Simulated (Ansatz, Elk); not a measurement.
# Bonding as seen by X-rays: Cr2Tc

Structure refinements treat a crystal as free atoms side by side. For a made-up structure of Cr2Tc (cell and positions from a PBE relaxation) the runs below show what the calculated density changes in F(hkl).

Calculated with Elk 11.2.3 (patched build); DFT, PBE, all-electron APW+lo, Dirac cores, scalar-relativistic bands, static density, no spin.

The structure was built from a prototype and need not be the compound's stable phase.

### Step 1. Starting point

Symmetry: Fmmm, No. 69, orthorhombic system. Conventional cell: a = 2.947 Å, b = 4.220 Å, c = 12.250 Å, α = 90.00°, β = 90.00°, γ = 90.00°. Nearest to Tc lie 4 Tc at 2.57 Å and 4 Cr at 2.58 Å. Cr has 6 Cr at 2.40 to 2.57 Å and 2 Tc at 2.58 Å nearest. Farther neighbours are not listed.

### Step 2. Ground state and structure factors

An all-electron density is needed, since X-rays see the cores too. Task 0 finds the density and task 195 Fourier-transforms it; tshift is off so that phases refer to the origin typed.

File elk.in:

```
tasks
  0
  195

xctype
  20

spinpol
  .false.

rgkmax
  7.0

gmaxvr
  14.0

lmaxo
  7

lmaxapw
  8

swidth
  0.002

tshift
  .false.

hmaxvr
  5.5

maxscl
  120

epspot
  1e-06

sppath
  './'

avec
  0.00000000000 3.98687726921 11.57427353305
  2.78468790199 0.00000000000 11.57427353305
  2.78468790199 3.98687726921 0.00000000000

atoms
  2
  'Tc.in'
  1
  -0.0000000000 -0.0000000000 0.0000000000   0.000000 0.000000 0.000000
  'Cr.in'
  2
  0.6726521564 0.6726521564 0.3273478436   0.000000 0.000000 0.000000
  0.3273478436 0.3273478436 0.6726521564   0.000000 0.000000 0.000000

ngridk
  9 9 9
```

The run is started by

```
$ OMP_NUM_THREADS=4 elk
```

Numbers of over 12 decimals in the logs are rounded to 6 here.

What it wrote:

```text
┌─────────────────────────┐
│ Elk code version 11.2.3 │
└─────────────────────────┘

All units are atomic (Hartree, Bohr, etc.)

┌─────────────────────────────────────────────────┐
│ Ground-state run starting from atomic densities │
└─────────────────────────────────────────────────┘

Lattice vectors :
   0.000000000       3.986877269       11.57427353
   2.784687902       0.000000000       11.57427353
   2.784687902       3.986877269       0.000000000

Reciprocal lattice vectors :
  -1.128166877      0.7879832865      0.2714289277
   1.128166877     -0.7879832865      0.2714289277
   1.128166877      0.7879832865     -0.2714289277

Unit cell volume      :    257.0000052
Brillouin zone volume :   0.9651759082

Muffin-tin inner radius fraction :   0.1000000000E-01

Nuclei treated as point charges

Species : 1 (Tc)
 parameters loaded from : Tc.in
 name : technetium
 nuclear charge    :   -43.00000000
 electronic charge :    43.00000000
 atomic mass :    178643.0716
 muffin-tin radius :    2.406546682
 number of radial points in muffin-tin :   1193
 inner part over the whole radius :   0.9953820397E-02
 number on inner part of muffin-tin    :    847
 approximate nuclear radius :   0.8398520868E-04
 number of mesh points to nuclear radius :    423
 atomic positions (lattice), magnetic fields (Cartesian) :
  1 :   0.00000000  0.00000000  0.00000000    0.00000000  0.00000000  0.00000000

Species : 2 (Cr)
 parameters loaded from : Cr.in
 name : chromium
 nuclear charge    :   -24.00000000
 electronic charge :    24.00000000
 atomic mass :    94783.09202
 muffin-tin radius :    2.243143917
 number of radial points in muffin-tin :    993
 inner part over the whole radius :   0.9901140549E-02
 number on inner part of muffin-tin    :    698
 approximate nuclear radius :   0.6987106690E-04
 number of mesh points to nuclear radius :    330
 atomic positions (lattice), magnetic fields (Cartesian) :
  1 :  -0.32734784 -0.32734784  0.32734784    0.00000000  0.00000000  0.00000000
  2 :   0.32734784  0.32734784 -0.32734784    0.00000000  0.00000000  0.00000000

Total number of atoms per unit cell :    3
Total muffin-tin volume :    152.9371954
 ratio of muffin-tin to unit cell volume :   0.5950863513

Spin treatment :
 spin-unpolarised

Number of Bravais lattice symmetries :    8
Number of crystal symmetries         :    8
Crystal has inversion symmetry
Real symmetric eigensolver will be used

k-point grid :      9     9     9
k-point offset :    0.000000000       0.000000000       0.000000000
k-point set is reduced with full crystal symmetry group
Total number of k-points :      125

Muffin-tin radius times maximum |G+k| :    7.000000000
 using average radius
Maximum |G+k| for APW functions       :    3.046642126
Maximum (1/2)|G+k|²                   :    4.641014121
Maximum |G| for potential and density :    14.00000000
Constant for pseudocharge density :    8
 order of it for each species :   15  15
 order of it for pair densities of each species (exact exchange by exxq0 0: 16) :   11   9
Radial integration step length :    1

G-vector grid sizes :     56    54    24
Number of G-vectors :    11895

Maximum angular momentum used for
 APW functions            :    8
 outer part of muffin-tin :    7
 inner part of muffin-tin :    2

Total nuclear charge    :   -91.00000000
Total core charge       :    48.00000000
Total valence charge    :    43.00000000
Total excess charge     :    0.000000000
Total electronic charge :    91.00000000

Effective Wigner radius, rₛ :   0.8768683138

Number of empty states         :     12
Total number of valence states :     34
Total number of core states    :     48

Third-order local-orbitals added for an l without core states : T
Total number of local-orbitals :     64

Exchange-correlation functional :     20     0     0
 Perdew-Burke-Ernzerhof, Phys. Rev. Lett. 77, 3865 (1996)
 gradient requirement :    1
 generalised gradient approximation (GGA)

Smearing type :    3
 Fermi-Dirac
Smearing width :   0.2000000000E-02
[...]
Madelung                    :     -7699.1239418876
 xc potential                :     -279.84207538021
 exchange                    :     -220.67984685388
 correlation                 :     -4.481204
 electron entropic           :    -0.10551327001808E-02
 total energy                :     -6388.7375249708

Density of states at Fermi energy :    82.51488226
 (states/Hartree/unit cell)

Estimated indirect band gap :   0.5121140988E-03
 from k-point 91 to k-point 74
Estimated direct band gap   :   0.3961475563E-02
 at k-point 65

Charges :
 core                        :    48.00000000
 valence                     :    43.00000000
 interstitial                :    5.508027734
 muffin-tins (core leakage)
  species : 1 (Tc)
   atom 1                    :    41.53413210     (  0.2406735362E-06)
  species : 2 (Cr)
   atom 1                    :    21.97892008     ( -0.2195049120E-06)
   atom 2                    :    21.97892008     ( -0.2195049120E-06)
 total in muffin-tins        :    85.49197227
 total calculated charge     :    91.00112862
 total charge                :    91.00000000
 error                       :   0.1128619440E-02

RMS change in Kohn-Sham potential (target) :   0.3990018673     (  0.1000000000E-05)
Absolute change in total energy (target)   :   0.1922974883     (  0.1000000000E-03)

[... loops 3 to 16 left out ...]

┌──────────────────┐
│ Loop number : 17 │
└──────────────────┘

Energies :
 Fermi                       :     0.437989
 sum of occupied eigenvalues :     -3768.6929118299
 electron kinetic            :      6577.8843259064
 core electron kinetic       :      6264.8502391857
 Coulomb                     :     -12739.886892882
 Coulomb potential           :     -10052.041950867
 nuclear-nuclear             :     -925.80211054948
 electron-nuclear            :     -13608.933729929
 Hartree                     :      1794.8489475960
 Madelung                    :     -7713.8659174485
 xc potential                :     -294.53528686880
 exchange                    :     -221.95057569704
 correlation                 :     -4.469214
 electron entropic           :    -0.13739887290598E-02
 total energy                :     -6388.4237308803

Density of states at Fermi energy :    105.8489061
 (states/Hartree/unit cell)

Estimated indirect band gap :   0.3529265386E-03
 from k-point 84 to k-point 50
Estimated direct band gap   :   0.2977112413E-02
 at k-point 27

Charges :
 core                        :    48.00000000
 valence                     :    43.00000000
 interstitial                :    4.635058640
 muffin-tins (core leakage)
  species : 1 (Tc)
[...]
species : 2 (Cr)
[...]
total in muffin-tins        :    86.36494136
 total calculated charge     :    91.00099202
 total charge                :    91.00000000
 error                       :   0.9920194989E-03

RMS change in Kohn-Sham potential (target) :   0.7908543018E-06 (  0.1000000000E-05)
Absolute change in total energy (target)   :   0.4771570184E-04 (  0.1000000000E-03)

Convergence targets achieved

┌──────────────────┐
│ Loop number : 18 │
└──────────────────┘

Energies :
 Fermi                       :     0.437989
 sum of occupied eigenvalues :     -3768.6929131571
 electron kinetic            :      6577.8843263815
 core electron kinetic       :      6264.8502393722
 Coulomb                     :     -12739.886895256
 Coulomb potential           :     -10052.041945274
 nuclear-nuclear             :     -925.80211054948
 electron-nuclear            :     -13608.933741726
 Hartree                     :      1794.8489570193
 Madelung                    :     -7713.8659226197
 xc potential                :     -294.53529426509
 exchange                    :     -221.95057557949
 correlation                 :     -4.469214
 electron entropic           :    -0.13739889847674E-02
 total energy                :     -6388.4237326491

Density of states at Fermi energy :    105.8489244
 (states/Hartree/unit cell)

Estimated indirect band gap :   0.3529219042E-03
 from k-point 84 to k-point 50
Estimated direct band gap   :   0.2977114430E-02
 at k-point 27

Charges :
 core                        :    48.00000000
 valence                     :    43.00000000
 interstitial                :    4.635058361
 muffin-tins (core leakage)
  species : 1 (Tc)
   atom 1                    :    41.31608504     (  0.2007861966E-06)
  species : 2 (Cr)
   atom 1                    :    22.52442830     ( -0.2195135611E-06)
   atom 2                    :    22.52442830     ( -0.2195135611E-06)
 total in muffin-tins        :    86.36494164
 total calculated charge     :    91.00099202
 total charge                :    91.00000000
 error                       :   0.9920196409E-03

┌──────────────────────────────┐
│ Self-consistent loop stopped │
└──────────────────────────────┘

Wrote STATE.OUT
```

It took 37 s on 4 threads of Arm Neoverse V2, shared host; peak memory 0.15 GiB; 2.2 min of CPU time.

SFACRHO.OUT:

```text

h k l indices transformed by vhmat matrix:
   1.000000000       0.000000000       0.000000000    
   0.000000000       1.000000000       0.000000000    
   0.000000000       0.000000000       1.000000000    

      h      k      l  multipl.   |H|            Re(F)            Im(F)           |F|

      0      0      0      1   0.0000000       91.000000     -0.46832116E-17   91.000000    
     -1     -1      0      2  0.54285786       15.384963      -0.0000000       15.384963    
      2      2      0      2   1.0857157       21.961346      -0.0000000       21.961346    
      0     -1      0      8   1.4026232       16.911589      -0.0000000       16.911589    
      1      0      1      2   1.5759666       65.141472      0.12156377E-16   65.141472    
      2      1      0      8   1.5989813       64.497788      -0.0000000       64.497788    
      3      3      0      2   1.6285736       63.337379      -0.0000000       63.337379    
      0     -1      1      4   1.6668429       12.974493      -0.0000000       12.974493    
     -3     -2     -1      4   1.9137527       18.524203      -0.0000000       18.524203    
     -2     -3      0      8   1.9327493       9.8340908      0.17832958E-14   9.8340908    
     -4     -4      0      2   2.1714314       7.3892164      -0.0000000       7.3892164    
      0      1      1      2   2.2563338       54.692675     -0.63074805E-16   54.692675    
     -2     -3      1      4   2.2662574       53.869225      -0.0000000       53.869225    
     -1      0      1      4   2.3207190       11.918164      -0.0000000       11.918164    
     -3     -4      0      8   2.3459940       20.033959      -0.0000000       20.033959    
     -2     -3     -1      4   2.5039610       16.726578      -0.0000000       16.726578    
      1      0      2      8   2.6333805       13.914395      -0.0000000       13.914395    
      3      4     -1      4   2.6830552       7.3336547      -0.0000000       7.3336547
```

Elk indexes on the primitive cell of elk.in and gives |H| = 4π sin θ/λ in inverse bohr. Below, one row stands for each form hkl of the conventional cell (m members, Friedel mates merged), F is for one primitive cell and the density is static (no thermal factor). Free-atom factors are Waasmaier and Kirfel's, and R is Σm||F|−|F'||/Σm|F|.

| hkl | m | sin θ/λ (Å⁻¹) | abs F, DFT | neutral atoms | diff. |
| --- | --- | --- | --- | --- | --- |
| 002 | 2 | 0.082 | 15.385 | 15.210 | +0.175 |
| 004 | 2 | 0.163 | 21.961 | 21.665 | +0.296 |
| 111 | 8 | 0.211 | 16.912 | 16.655 | +0.257 |
| 020 | 2 | 0.237 | 65.141 | 66.037 | -0.896 |
| 113 | 8 | 0.240 | 64.498 | 65.419 | -0.921 |
| 006 | 2 | 0.245 | 63.337 | 64.269 | -0.931 |
| 022 | 4 | 0.251 | 12.975 | 12.731 | +0.244 |
| 024 | 4 | 0.288 | 18.524 | 18.463 | +0.061 |
| 115 | 8 | 0.291 | 9.834 | 9.601 | +0.233 |
| 008 | 2 | 0.327 | 7.389 | 7.176 | +0.213 |
| 200 | 2 | 0.339 | 54.693 | 55.079 | -0.386 |
| 026 | 4 | 0.341 | 53.869 | 54.238 | -0.369 |
| 202 | 4 | 0.349 | 11.918 | 11.823 | +0.095 |
| 117 | 8 | 0.353 | 20.034 | 20.021 | +0.013 |

### Step 3. What came out

```
R against neutral atoms, sin θ/λ < 0.3 Å⁻¹ : 1.44 %
R against neutral atoms, 0.3 to 0.83 Å⁻¹   : 0.37 %
```

**Reading.** Independent neutral atoms miss the calculated amplitudes by R = 1.44 % below 0.3 Å⁻¹ and 0.37 % from there to 0.83 Å⁻¹; by shells, 1.14 % below 0.15 Å⁻¹ (1 form), 1.45 % 0.15 to 0.3 (8 forms), 0.43 % 0.3 to 0.45 (16 forms), 0.35 % above 0.45 (97 forms). Bonding, aspherical density and the tables' own atoms all enter these figures, and the runs don't part them. The largest change of an amplitude is -0.93 electrons, at 006. The basis has no finished test. The k-mesh has no finished test. These runs have no spin, though d or f shells may be open. Part of the difference isn't bonding: the tables are fits to free atoms and ions calculated by other methods than this functional. Thermal motion, anomalous dispersion and extinction are left out.

[Logs are printed without paths, hosts, clocks, repeated set-up lines and the standing remarks that a program may print on its own settings, such as how far it seeks lower states.]

[Hosts, paths, dates, database ids (printed as entryN), source tags and the programs' standing remarks are cut or masked in the printed files.]
